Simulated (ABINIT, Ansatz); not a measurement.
## How the form of the self-energy moves the gap of CdF2 (Fm-3m)

How much does the gap of CdF2 (Fm-3m) depend on the approximation to the self-energy?

Method: PBE and many-body steps on it, plane waves, in ABINIT 10.8.3.

## Step 1: Set-up

The structure is cubic, space group Fm-3m (No. 225). Conventional cell: a = 5.388 Å, b = 5.388 Å, c = 5.388 Å, α = 90.00°, β = 90.00°, γ = 90.00°. Nearest to Cd lie 8 F at 2.33 Å. F has 4 Cd at 2.33 Å nearest. Farther neighbours and most contacts between anions are not listed.

The cell and positions come from the Crystallography Open Database and are kept as given unless a step says otherwise.

## Step 2: Empty states on the mesh, 6×6×6 mesh, 276 bands

This step: ABINIT 10.8.3; DFT, PBE, plane waves, norm-conserving pseudopotentials.

The sums over transitions need many empty states on a uniform mesh; this step solves for them.

The input, run.abi:

```
acell 3*1.0 Angstrom
rprim 
  0.000000000000 2.694000000000 2.694000000000
  2.694000000000 -0.000000000000 2.694000000000
  2.694000000000 2.694000000000 -0.000000000000
ntypat 2
znucl 48 9
natom 3
typat 1 2 2
xred 
  0.000000000000 0.000000000000 0.000000000000
  0.250000000000 0.250000000000 0.250000000000
  0.750000000000 0.750000000000 0.750000000000
pp_dirpath "pseudos"
pseudos "Cd.upf, F.upf"
ecut 47
ngkpt 6 6 6
nshiftk 1
shiftk 0 0 0
kptopt 1
chksymbreak 0
irdden 1
istwfk *1
nband 276
prtvol 0
optdriver 6
gwr_task "HDIAGO"
paral_kgb 0
occopt 1
indata_prefix "in"
outdata_prefix "out"
tmpdata_prefix "tmp"
```

Run with:

```
$ OMP_NUM_THREADS=1 mpirun -n 8 abinit run.abi > log
```

Output:

```text
.Version 10.8.3 of ABINIT. v10.8.2 released Aug 2026.

 Symmetries : space group Fm -3 m (#225); Bravais cF (face-center cubic)
[... echo of the input left out ...]
== DATASET  1 ==================================================================
-   mpi_nproc: 8, omp_nthreads: 1 (-1 if OMP is not activated)

--- !DatasetInfo
iteration_state: {dtset: 1, }
dimensions: {natom: 3, nkpt: 16, mband: 276, nsppol: 1, nspinor: 1, nspden: 1, mpw: 4092, }
cutoff_energies: {ecut:  47.0, pawecutdg:  -1.0, }
[...]
Indirect band gap semiconductor
 Fundamental gap:     3.143 (eV)
   VBM:     3.116 (eV) at k: [-3.3333E-01,  5.0000E-01,  1.6667E-01]
   CBM:     6.259 (eV) at k: [ 0.0000E+00,  0.0000E+00,  0.0000E+00]
 Direct gap:         3.619 (eV) at k: [ 0.0000E+00,  0.0000E+00,  0.0000E+00]

== END DATASET(S) ==============================================================
================================================================================

 -outvars: echo values of variables after computation  --------
           etotal      0.0000000000E+00
            nband         276
             nkpt          16
          spgroup         225
 [... the other variables as echoed above ...]

 Calculation completed.
```

Wall time 86 s (8 MPI ranks of Arm Neoverse V2, shared host); peak memory 7.6 GiB.

This step gave:

- gap: 3.143 eV
- k of the valence top: -0.3333, 0.5, 0.1667
- k of the conduction bottom: 0, 0, 0
- least direct gap: 3.619 eV
- k points computed: 16
- lowest point of the top converged band, above the valence top: 189.8734 eV

On this mesh the gap is 3.143 eV.

The density comes from a self-consistent run that is not shown.

## Step 3: Screening, 6×6×6 mesh, 119 bands, screening to 176.9 eV

The RPA dielectric matrix is built and inverted for each q.

This step: RPA screening on PBE, plane waves, norm-conserving pseudopotentials.

run.abi: that of step 2 with these lines changed.

```diff
@@ -21,10 +21,11 @@
 chksymbreak 0
-irdden 1
 istwfk *1
-nband 276
-prtvol 0
-optdriver 6
-gwr_task "HDIAGO"
-paral_kgb 0
 occopt 1
+irdwfk 1
+optdriver 3
+nband 119
+ecuteps 6.5
+inclvkb 2
+awtr 1
+symchi 1
 indata_prefix "in"
```

Output:

```text
.Version 10.8.3 of ABINIT. v10.8.2 released Aug 2026.

 Symmetries : space group Fm -3 m (#225); Bravais cF (face-center cubic)
[... echo of the input left out ...]
== DATASET  1 ==================================================================
-   mpi_nproc: 8, omp_nthreads: 1 (-1 if OMP is not activated)

--- !DatasetInfo
iteration_state: {dtset: 1, }
dimensions: {natom: 3, nkpt: 16, mband: 119, nsppol: 1, nspinor: 1, nspden: 1, mpw: 4092, }
cutoff_energies: {ecut:  47.0, pawecutdg:  -1.0, }
electrons: {nelect:   3.40000000E+01, charge:   0.00000000E+00, occopt:   1.00000000E+00, tsmear:   1.00000000E-02, }

 SCREENING: Calculation of the susceptibility and dielectric matrices

 Based on a program developped by R.W. Godby, V. Olevano, G. Onida, and L. Reining.
 Incorporated in ABINIT by V. Olevano, G.-M. Rignanese, and M. Torrent.
.Using double precision arithmetic ; gwpc =  8

[... cell and pseudopotentials left out ...]
--------------------------------------------------------------------------------

 ==== K-mesh for the wavefunctions ====
 Number of points in the irreducible wedge :    16
[... list of points left out ...]
 Together with 48 symmetry operations and time-reversal symmetry
 yields   216 points in the full Brillouin Zone.

 ==== Q-mesh for the screening function ====
 Number of points in the irreducible wedge :    16
[... list of points left out ...]
 Together with 48 symmetry operations and time-reversal symmetry
 yields   216 points in the full Brillouin Zone.

 setmesh: FFT mesh size selected  =    32x   32x   32
          total number of points  =        32768

 vcoul_init : cutoff-mode = AUXILIARY_FUNCTION
 q-points for optical limit:   1
     1)      0.000010    0.000020    0.000030

- screening: taking advantage of time-reversal symmetry
- Maximum band index for partially occupied states nbvw = 17
- Remaining bands to be divided among processors   nbcw = 102
- Number of bands treated by each node ~12

 Number of electrons calculated from density =   34.0000; Expected =   34.0000
 average of density, n =  0.128843
 r_s =    1.2282
 omega_plasma =   34.6246 [eV]

 calculating chi0 at frequencies [eV] :
  1    0.000000E+00    0.000000E+00
  2    0.000000E+00    3.462465E+01

--------------------------------------------------------------------------------
  q-point number  1        q = ( 0.000000, 0.000000, 0.000000) [r.l.u.]
--------------------------------------------------------------------------------
[... chi0 elements left out ...]
 For q-point:  0.000010 0.000020 0.000030
  dielectric constant =   2.7379
  dielectric constant without local fields =   2.9011

  Average fulfillment of the sum rule on Im[epsilon] for q-point    1 :     64.45  [%]
[... wings left out ...]
  q-point number  2        q = ( 0.166667, 0.000000, 0.000000) [r.l.u.]
--------------------------------------------------------------------------------
[... chi0 elements left out ...]
  Average fulfillment of the sum rule on Im[epsilon] for q-point    2 :     80.70  [%]

 [... 14 further q-points ...]
```

It took 2 min on 8 MPI ranks; peak memory 3.2 GiB.

Numbers from this step:

```yaml
eps_infinity_with_local_fields_on_this_mesh_along_the_program_s_q_direction: 2.738
the_same_without_local_fields: 2.901
plasma_frequency: 34.62 eV
plane_waves_in_the_screening_matrix: 181
```

Local fields lower ε∞ by 6 %.

## Step 4: G0W0, Godby-Needs plasmon pole

The self-energy is evaluated for the states that the input lists, and the levels follow from it, in one-shot runs by the linearised quasiparticle equation.

This step: G0W0 on PBE, plane waves, norm-conserving pseudopotentials.

run.abi: that of step 3 with these lines changed.

```diff
@@ -24,8 +24,17 @@
 irdwfk 1
-optdriver 3
+optdriver 4
 nband 119
+gwcalctyp 0
+ecutsigx 47
+symsigma 1
+nkptgw 2
+kptgw 
+  -0.3333333333 0.5000000000 0.1666666667
+  0.0000000000 0.0000000000 0.0000000000
+bdgw 
+  16 19
+  15 21
 ecuteps 6.5
-inclvkb 2
-awtr 1
-symchi 1
+irdscr 1
+ppmodel 1
 indata_prefix "in"
```

Output:

```text
.Version 10.8.3 of ABINIT. v10.8.2 released Aug 2026.

 Symmetries : space group Fm -3 m (#225); Bravais cF (face-center cubic)
[... echo of the input left out ...]
== DATASET  1 ==================================================================
-   mpi_nproc: 8, omp_nthreads: 1 (-1 if OMP is not activated)

--- !DatasetInfo
iteration_state: {dtset: 1, }
dimensions: {natom: 3, nkpt: 16, mband: 119, nsppol: 1, nspinor: 1, nspden: 1, mpw: 4092, }
cutoff_energies: {ecut:  47.0, pawecutdg:  -1.0, }
electrons: {nelect:   3.40000000E+01, charge:   0.00000000E+00, occopt:   1.00000000E+00, tsmear:   1.00000000E-02, }

 SIGMA: Calculation of the GW corrections

 Based on a program developped by R.W. Godby, V. Olevano, G. Onida, and L. Reining.
 Incorporated in ABINIT by V. Olevano, G.-M. Rignanese, and M. Torrent.
.Using double precision arithmetic ; gwpc =  8

[... cell and pseudopotentials left out ...]
--------------------------------------------------------------------------------

 ==== K-mesh for the wavefunctions ====
 Number of points in the irreducible wedge :    16
[... list of points left out ...]
 Together with 48 symmetry operations and time-reversal symmetry
 yields   216 points in the full Brillouin Zone.

 ==== Q-mesh for screening function ====
 Number of points in the irreducible wedge :    16
[... list of points left out ...]
 Together with 48 symmetry operations and time-reversal symmetry
 yields   216 points in the full Brillouin Zone.

 vcoul_init : cutoff-mode = AUXILIARY_FUNCTION
 q-points for optical limit:   1
     1)      0.000010    0.000020    0.000030
 setmesh: FFT mesh size selected  =    45x   45x   45
          total number of points  =        91125

 Number of electrons calculated from density =   34.0000; Expected =   34.0000
 average of density, n =  0.128843
 r_s =    1.2282
 omega_plasma =   34.6246 [eV]

 === KS Band Gaps ===
  >>>> For spin  1
   Minimum direct gap =   3.6194 [eV], located at k-point      :   0.0000  0.0000  0.0000
   Fundamental gap    =   3.1435 [eV], Top of valence bands at :  -0.3333  0.5000  0.1667
                                       Bottom of conduction at :   0.0000  0.0000  0.0000
 SIGMA fundamental parameters:
 PLASMON POLE MODEL  1
 number of plane-waves for SigmaX                 4015
 number of plane-waves for SigmaC and W            181
 number of plane-waves for wavefunctions          4015
 number of bands                                   119
 number of independent spin polarizations            1
 number of spinorial components                      1
 number of k-points in IBZ                          16
 number of q-points in IBZ                          16
 number of symmetry operations                      48
 number of k-points in BZ                          216
 number of q-points in BZ                          216
 number of frequencies for dSigma/dE                 9
 frequency step for dSigma/dE [eV]                0.25
 number of omega for Sigma on real axis              0
 max omega for Sigma on real axis  [eV]           0.00
 zcut for avoiding poles [eV]                     0.10

 EPSILON^-1 parameters (SCR file):
 dimension of the eps^-1 matrix on file            181
 dimension of the eps^-1 matrix used               181
 number of plane-waves for wavefunctions          4015
 number of bands                                   119
 number of q-points in IBZ                          16
 number of frequencies                               2
 number of real frequencies                          1
 number of imag frequencies                          1

 matrix elements of self-energy operator (all in [eV])

 Perturbative Calculation

--- !SelfEnergy_ee
iteration_state: {dtset: 1, }
kpoint     : [  -0.333,    0.500,    0.167, ]
spin       : 1
KS_gap     :    8.104
QP_gap     :   11.365
Delta_QP_KS:    3.261
data: !SigmaeeData |
     Band     E0 <VxcDFT>   SigX SigC(E0)      Z dSigC/dE  Sig(E)    E-E0       E
       16   2.556 -23.170 -30.675   5.736   0.793  -0.261 -24.573  -1.403   1.154
       17   3.116 -24.363 -31.626   5.549   0.803  -0.245 -25.739  -1.376   1.739
       18  11.220 -16.654 -10.660  -3.790   0.855  -0.170 -14.770   1.884  13.104
       19  13.841 -12.430  -7.075  -3.990   0.866  -0.155 -11.248   1.182  15.023

--- !SelfEnergy_ee
iteration_state: {dtset: 1, }
kpoint     : [   0.000,    0.000,    0.000, ]
spin       : 1
KS_gap     :    3.619
QP_gap     :    6.079
Delta_QP_KS:    2.459
data: !SigmaeeData |
     Band     E0 <VxcDFT>   SigX SigC(E0)      Z dSigC/dE  Sig(E)    E-E0       E
       15   2.640 -24.993 -32.399   5.400   0.816  -0.226 -26.630  -1.637   1.003
       16   2.640 -24.993 -32.399   5.400   0.816  -0.226 -26.630  -1.637   1.003
       17   2.640 -24.993 -32.399   5.400   0.816  -0.226 -26.630  -1.637   1.003
       18   6.259 -12.403  -8.016  -3.447   0.875  -0.143 -11.581   0.823   7.082
       19  15.876 -10.203  -4.681  -4.287   0.877  -0.140  -9.120   1.083  16.958
       20  15.876 -10.203  -4.681  -4.287   0.877  -0.140  -9.120   1.083  16.958
       21  15.876 -10.203  -4.681  -4.287   0.877  -0.140  -9.120   1.083  16.958

== END DATASET(S) ==============================================================
================================================================================

 -outvars: echo values of variables after computation  --------
           etotal      0.0000000000E+00
            nband         119
             nkpt          16
          spgroup         225
 [... the other variables as echoed above ...]

 Calculation completed.
```

The job ended after 13 s (8 MPI ranks; peak memory 2.5 GiB).

This step gave:

```yaml
g0w0_gap_on_the_points_computed: 5.343 eV
starting_gap_on_the_mesh: 3.143 eV
k_of_the_valence_top: -0.3333, 0.5, 0.1667
k_of_the_conduction_bottom: 0, 0, 0
z_at_the_valence_top: 0.803
z_at_the_conduction_bottom: 0.875
least_direct_g0w0_gap_on_the_computed_points: 6.079 eV
```

The gap on the mesh goes from 3.14 eV to 5.34 eV, a correction of +2.20 eV.

## Step 5: G0W0, Engel-Farid plasmon pole

run.abi: that of step 4 with these lines changed.

```diff
@@ -38,3 +38,3 @@
 irdscr 1
-ppmodel 1
+ppmodel 4
 indata_prefix "in"
```

Output:

```text
.Version 10.8.3 of ABINIT. v10.8.2 released Aug 2026.

 Symmetries : space group Fm -3 m (#225); Bravais cF (face-center cubic)
[... echo of the input left out ...]
== DATASET  1 ==================================================================
-   mpi_nproc: 8, omp_nthreads: 1 (-1 if OMP is not activated)

--- !DatasetInfo
iteration_state: {dtset: 1, }
dimensions: {natom: 3, nkpt: 16, mband: 119, nsppol: 1, nspinor: 1, nspden: 1, mpw: 4092, }
cutoff_energies: {ecut:  47.0, pawecutdg:  -1.0, }
electrons: {nelect:   3.40000000E+01, charge:   0.00000000E+00, occopt:   1.00000000E+00, tsmear:   1.00000000E-02, }

 SIGMA: Calculation of the GW corrections

 Based on a program developped by R.W. Godby, V. Olevano, G. Onida, and L. Reining.
 Incorporated in ABINIT by V. Olevano, G.-M. Rignanese, and M. Torrent.
.Using double precision arithmetic ; gwpc =  8

[... cell and pseudopotentials left out ...]
--------------------------------------------------------------------------------

 ==== K-mesh for the wavefunctions ====
 Number of points in the irreducible wedge :    16
[... list of points left out ...]
 Together with 48 symmetry operations and time-reversal symmetry
 yields   216 points in the full Brillouin Zone.

 ==== Q-mesh for screening function ====
 Number of points in the irreducible wedge :    16
[... list of points left out ...]
 Together with 48 symmetry operations and time-reversal symmetry
 yields   216 points in the full Brillouin Zone.

 vcoul_init : cutoff-mode = AUXILIARY_FUNCTION
 q-points for optical limit:   1
     1)      0.000010    0.000020    0.000030
 setmesh: FFT mesh size selected  =    45x   45x   45
          total number of points  =        91125

 Number of electrons calculated from density =   34.0000; Expected =   34.0000
[...]
number of omega for Sigma on real axis              0
 max omega for Sigma on real axis  [eV]           0.00
 zcut for avoiding poles [eV]                     0.10

 EPSILON^-1 parameters (SCR file):
 dimension of the eps^-1 matrix on file            181
 dimension of the eps^-1 matrix used               181
 number of plane-waves for wavefunctions          4015
 number of bands                                   119
 number of q-points in IBZ                          16
 number of frequencies                               2
 number of real frequencies                          1
 number of imag frequencies                          1

 matrix elements of self-energy operator (all in [eV])

 Perturbative Calculation

--- !SelfEnergy_ee
iteration_state: {dtset: 1, }
kpoint     : [  -0.333,    0.500,    0.167, ]
spin       : 1
KS_gap     :    8.104
QP_gap     :   11.362
Delta_QP_KS:    3.257
data: !SigmaeeData |
     Band     E0 <VxcDFT>   SigX SigC(E0)      Z dSigC/dE  Sig(E)    E-E0       E
       16   2.556 -23.170 -30.675   5.588   0.807  -0.239 -24.717  -1.547   1.009
       17   3.116 -24.363 -31.626   5.420   0.814  -0.228 -25.864  -1.501   1.615
       18  11.220 -16.654 -10.660  -3.953   0.861  -0.162 -14.898   1.757  12.977
[...]
--- !SelfEnergy_ee
iteration_state: {dtset: 1, }
kpoint     : [   0.000,    0.000,    0.000, ]
spin       : 1
KS_gap     :    3.619
QP_gap     :    6.057
Delta_QP_KS:    2.438
data: !SigmaeeData |
     Band     E0 <VxcDFT>   SigX SigC(E0)      Z dSigC/dE  Sig(E)    E-E0       E
[...]
20  15.876 -10.203  -4.681  -4.403   0.884  -0.131  -9.214   0.989  16.865
       21  15.876 -10.203  -4.681  -4.403   0.884  -0.131  -9.214   0.989  16.865

== END DATASET(S) ==============================================================
================================================================================

 -outvars: echo values of variables after computation  --------
           etotal      0.0000000000E+00
            nband         119
             nkpt          16
          spgroup         225
 [... the other variables as echoed above ...]

 Calculation completed.
```

Elapsed: 7.4 s, on 8 MPI ranks; peak memory 2.1 GiB; 58 s of CPU time.

This step gave:

```yaml
g0w0_gap_on_the_points_computed: 5.324 eV
starting_gap_on_the_mesh: 3.143 eV
k_of_the_valence_top: -0.3333, 0.5, 0.1667
k_of_the_conduction_bottom: 0, 0, 0
z_at_the_valence_top: 0.814
z_at_the_conduction_bottom: 0.883
least_direct_g0w0_gap_on_the_computed_points: 6.057 eV
```

Against G0W0 in ABINIT (6×6×6 mesh, 119 bands, screening to 176.9 eV, Godby-Needs plasmon pole), the gap moves by −0.019 eV.

## Step 6: G0W0, Hybertsen-Louie plasmon pole

run.abi: that of step 5 with these lines changed.

```diff
@@ -38,3 +38,3 @@
 irdscr 1
-ppmodel 4
+ppmodel 2
 indata_prefix "in"
```

Output:

```text
.Version 10.8.3 of ABINIT. v10.8.2 released Aug 2026.

 Symmetries : space group Fm -3 m (#225); Bravais cF (face-center cubic)
[... echo of the input left out ...]
== DATASET  1 ==================================================================
-   mpi_nproc: 8, omp_nthreads: 1 (-1 if OMP is not activated)

--- !DatasetInfo
iteration_state: {dtset: 1, }
dimensions: {natom: 3, nkpt: 16, mband: 119, nsppol: 1, nspinor: 1, nspden: 1, mpw: 4092, }
cutoff_energies: {ecut:  47.0, pawecutdg:  -1.0, }
[...]
Band     E0 <VxcDFT>   SigX SigC(E0)      Z dSigC/dE  Sig(E)    E-E0       E
[...]
20  15.876 -10.203  -4.681  -4.617   0.908  -0.101  -9.381   0.822  16.697
       21  15.876 -10.203  -4.681  -4.617   0.908  -0.101  -9.381   0.822  16.697

== END DATASET(S) ==============================================================
================================================================================

 -outvars: echo values of variables after computation  --------
           etotal      0.0000000000E+00
            nband         119
             nkpt          16
          spgroup         225
 [... the other variables as echoed above ...]

 Calculation completed.
```

It took 12 s on 8 MPI ranks; peak memory 2.4 GiB.

This step gave:

```yaml
g0w0_gap_on_the_points_computed: 5.851 eV
starting_gap_on_the_mesh: 3.143 eV
k_of_the_valence_top: -0.3333, 0.5, 0.1667
k_of_the_conduction_bottom: 0, 0, 0
least_direct_g0w0_gap_on_the_computed_points: 6.366 eV
```

Against G0W0 in ABINIT (6×6×6 mesh, 119 bands, screening to 176.9 eV, Godby-Needs plasmon pole), the gap moves by +0.508 eV.

(Part 1 of 2 ends here.)

[Paths, hosts, dates, memory and timing lines, banners, echoed tables and standing remarks are left out of the program output.]

[Logs are printed without paths, hosts, clocks, repeated set-up lines and the standing remarks that a program may print on its own settings, such as how far it seeks lower states.]

[Runs of the session that timed out or met a known fault of the program may be left out.]

[No measured gap is set beside runs whose start may be inverted or whose files or cutoffs have a known fault.]

[Hosts, paths, dates, database ids (printed as entryN), source tags and the programs' standing remarks are cut or masked in the printed files.]

[G0W0 gaps are taken among the corrected bands and points alone; a level outside them can change the order at an edge.]

[Where Ansatz stands beside ABINIT at settings called matched, ABINIT's density can come from a denser mesh and the files from another edition; pairs whose starting gaps differed by over 0.03 eV were left out, so agreement reads better than it is.]
